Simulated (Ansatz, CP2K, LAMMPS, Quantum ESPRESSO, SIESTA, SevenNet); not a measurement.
**Amorphous Ge (72 atoms): one relaxed cell, several methods**

What does relaxation change in amorphous Ge (72 atoms), and how far do other programs agree with plane waves on the relaxed cell?

All numbers are calculated, not measured.

### 1. The structure

The cell holds 72 atoms (72 Ge), with edges of 11.98, 11.98 and 11.98 Å. Recipe: 72 atoms (72 Ge) placed at random at 5.05 g/cm³, melted at 3500 K for 10 ps at fixed volume with the Tersoff potential (Tersoff, Phys. Rev. B 39, 5566 (1989)). Quenched from 3500 K to 300 K at 20 K/ps and fixed volume, annealed at 800 K for 20 ps, held 5 ps, then minimised at fixed cell. Then the atoms were relaxed with SevenNet l3i5 in the fixed cell. Then the atoms were relaxed with CP2K double zeta, PBE.

### 2. The relaxation

CP2K double zeta (DZVP-MOLOPT-SR, GTH-PBE potentials, 280 Ry; k-points Γ) took 59 geometry steps and reached its thresholds. It started from the geometry that SevenNet l3i5 had relaxed.

Elapsed: 19 min, on 4 MPI ranks of Intel Xeon Platinum 8559C (Emerald Rapids), shared host; peak memory 3.1 GiB; 78 min of CPU time.

|  | before | after |
| --- | --- | --- |
| energy (meV/atom) | 0 | -19.8 |
| Ge-Ge bonds under 2.98 Å | 150 at 2.539 Å | 144 at 2.523 Å |

Atoms moved by 0.36 Å r.m.s. and 1.11 Å at most, with the common shift taken off.

### 3. Structure of the relaxed cell

Density 5.05 g/cm³, 23.88 Å³ an atom.

Pair distribution function in bins of 0.1 Å:

| r (Å) | total |
| --- | --- |
| 2.35 | 0.00 |
| 2.45 | 6.00 |
| 2.55 | 4.66 |
| 2.65 | 1.05 |
| 2.75 | 0.28 |
| 2.85 | 0.00 |
| 2.95 | 0.00 |
| 3.05 | 0.00 |
| 3.15 | 0.00 |
| 3.25 | 0.20 |
| 3.35 | 0.23 |
| 3.45 | 0.35 |
| 3.55 | 0.80 |
| 3.65 | 1.15 |
| 3.75 | 1.20 |
| 3.85 | 1.53 |
| 3.95 | 2.27 |
| 4.05 | 1.77 |
| 4.15 | 1.69 |
| 4.25 | 1.64 |
| 4.35 | 1.45 |
| 4.45 | 1.41 |
| 4.55 | 1.00 |
| 4.65 | 0.76 |
| 4.75 | 0.94 |
| 4.85 | 0.72 |
| 4.95 | 0.56 |
| 5.05 | 0.54 |
| 5.15 | 0.82 |
| 5.25 | 0.99 |
| 5.35 | 0.61 |
| 5.45 | 0.79 |
| 5.55 | 0.63 |
| 5.65 | 0.84 |
| 5.75 | 1.12 |
| 5.85 | 1.14 |
| 5.95 | 1.31 |

Bonds by pair of elements; cutoffs follow the first minimum of g(r), held within bounds set by covalent radii, and pairs that aren't listed don't count as bonded:

| pair A-B | cutoff (Å) | bonds | mean length (Å) | spread (Å) | shortest (Å) | B about A | A about B |
| --- | --- | --- | --- | --- | --- | --- | --- |
| Ge-Ge | 2.98 | 144 | 2.52 | 0.069 | 2.40 | 4 | 4 |

How many atoms have how many bonded neighbours:

| element | mean | 3 | 4 | 5 |
| --- | --- | --- | --- | --- |
| Ge | 4 | 2 | 68 | 2 |

Bond angles, per cent of each kind in bins of 5°:

| angle (°) | Ge-Ge-Ge |
| --- | --- |
| 75–80 | 0.7 |
| 80–85 | 2.3 |
| 85–90 | 4.2 |
| 90–95 | 6.2 |
| 95–100 | 11.3 |
| 100–105 | 17.3 |
| 105–110 | 16.4 |
| 110–115 | 13.4 |
| 115–120 | 10.1 |
| 120–125 | 7.6 |
| 125–130 | 4.2 |
| 130–135 | 3.0 |
| 135–140 | 1.4 |
| 140–145 | 1.4 |
| 145–150 | 0.0 |
| 150–155 | 0.2 |
| 155–160 | 0.2 |
| 160–165 | 0.0 |
| 165–170 | 0.2 |

Bond angles (no mean is given where the spread exceeds 20°):

| angle | count | mean (°) | spread (°) |
| --- | --- | --- | --- |
| Ge-Ge-Ge | 434 | 109 | 13.3 |

Bond length by coordination (bonds to H left out):

| element | coordination | atoms | mean bond length (Å) |
| --- | --- | --- | --- |
| Ge | 3 | 2 | 2.53 |
| Ge | 4 | 68 | 2.52 |
| Ge | 5 | 2 | 2.65 |

Rings of the network by King's shortest-path rule, up to 12 atoms, one path for each pair of neighbours; H, halogens, alkali and alkaline-earth atoms are left out, and the last column divides by all other atoms, bonded or not:

| ring size (atoms) | rings | per network atom |
| --- | --- | --- |
| 4 | 2 | 0.028 |
| 5 | 33 | 0.458 |
| 6 | 60 | 0.833 |
| 7 | 34 | 0.472 |
| 8 | 11 | 0.153 |

The first peak of g(r) lies near 2.5 Å. By these cutoffs 94 % of Ge atoms have 4 bonded neighbours. The Ge-Ge-Ge angle averages 109° with a spread of 13°. Rings of 6 atoms are the most common (43 % of those counted); sizes run from 4 to 8.

### 4. The plane-wave reference

Quantum ESPRESSO 7.5: Kohn-Sham DFT, PBE, SSSP efficiency 1.3.0 pseudopotentials, plane waves. Its input for the relaxed cell:

```
&control
  calculation = 'scf'
  pseudo_dir = './pseudo'
  outdir = './tmp'
  disk_io = 'none'
  tprnfor = .true.
  tstress = .true.
/
&system
  ibrav = 0
  nat = 72
  ntyp = 1
  ecutwfc = 45
  ecutrho = 360
  nosym = .true.
  occupations = 'smearing'
  smearing = 'fd'
  degauss = 0.003675
/
&electrons
  conv_thr = 3.6e-07
  electron_maxstep = 100
  mixing_beta = 0.2
  mixing_mode = 'local-TF'
  diagonalization = 'david'
/
ATOMIC_SPECIES
Ge 72.630 Ge.upf
CELL_PARAMETERS angstrom
11.98030 0.00000 0.00000
0.00000 11.98030 0.00000
0.00000 0.00000 11.98030
ATOMIC_POSITIONS crystal
Ge 0.90381 0.96954 0.72979
Ge 0.72645 0.91263 0.97764
Ge 0.79155 0.46466 0.12449
[... 67 atom lines left out ...]
Ge 0.30061 0.16913 0.84675
Ge 0.57111 0.88536 0.12098
K_POINTS gamma
```

Run time: 4 min. Hardware: 4 MPI ranks of Intel Xeon Platinum 8559C (Emerald Rapids), shared host; peak memory 5.4 GiB; 16 min of CPU time.

### 5. All levels at this geometry

CPU times are from a shared host and are rough.

```
                level                    basis or training data  k-points  own r.m.s. force (meV/Å)  difference from the reference (meV/Å)  pressure (GPa)  CPU time  memory (GiB)
              QE, PBE   plane waves, SSSP efficiency, 45/360 Ry         Γ                        25                                      -            0.61    16 min           5.4
CP2K triple zeta, PBE     TZV2P-UZH, GTH-PBE potentials, 350 Ry         Γ                        18                                     18            1.23   6.3 min           5.0
      SIESTA DZP, PBE  DZP orbitals, shift 0.01 Ry, mesh 250 Ry         Γ                        98                                    109            2.70   6.3 min           1.8
        SevenNet l3i5        trained on PBE(+U) plane-wave data         -                       141                                    135            0.41     9.3 s          0.99
```

### 6. Outcome

Relaxation in the fixed cell lowers the energy by 20 meV/atom at its own level and moves atoms by up to 1.11 Å. By the cutoffs of the final cell 3 bonds formed and 9 were lost, leaving 144. The reference finds an r.m.s. force of 25 meV/Å there and a pressure of 0.61 GPa, at a geometry that CP2K double zeta made.

Forces differ from the reference's by 18 meV/Å (CP2K triple zeta, PBE), 109 meV/Å (SIESTA DZP, PBE) and 135 meV/Å (SevenNet l3i5). CP2K double zeta is at its own minimum here, so the reference's force is itself a measure of how the two differ. Pressures lie -0.2 GPa (SevenNet l3i5), +0.6 GPa (CP2K triple zeta, PBE) and +2.1 GPa (SIESTA DZP, PBE) from the reference's. The levels on either side of half filling lie 0.25 eV apart in the reference, but the smearing leaves some partly filled, so none is tabled. By these cutoffs 94 % of Ge atoms have 4 bonded neighbours. Rings of 6 atoms are the most common (43 % of those counted); sizes run from 4 to 8.

Caveats: The density was set by the recipe and held. One sample of a disordered cell; defect or tail levels can set the gap. The quench rate of 20 K/ps is many orders above laboratory rates, so the cell is likely richer in defects and strain than a real sample. The reference samples only Γ, in a cell whose shortest periodic width is 12 Å. The plane-wave runs aren't exact: their cutoffs and mesh weren't converged further here. SIESTA's automatically made basis is far from complete, and its potentials were converted by us (checked for H, C, O, Si, Ge and Ca alone). Spin–orbit coupling is left out. Where levels are smeared, the DFT runs use Fermi–Dirac occupations at 580 K (0.05 eV), and energies are free energies.

[Logs are printed without paths, hosts, clocks, repeated set-up lines and the standing remarks that a program may print on its own settings, such as how far it seeks lower states.]

[Hosts, paths, dates, database ids (printed as entryN), source tags and the programs' standing remarks are cut or masked in the printed files.]
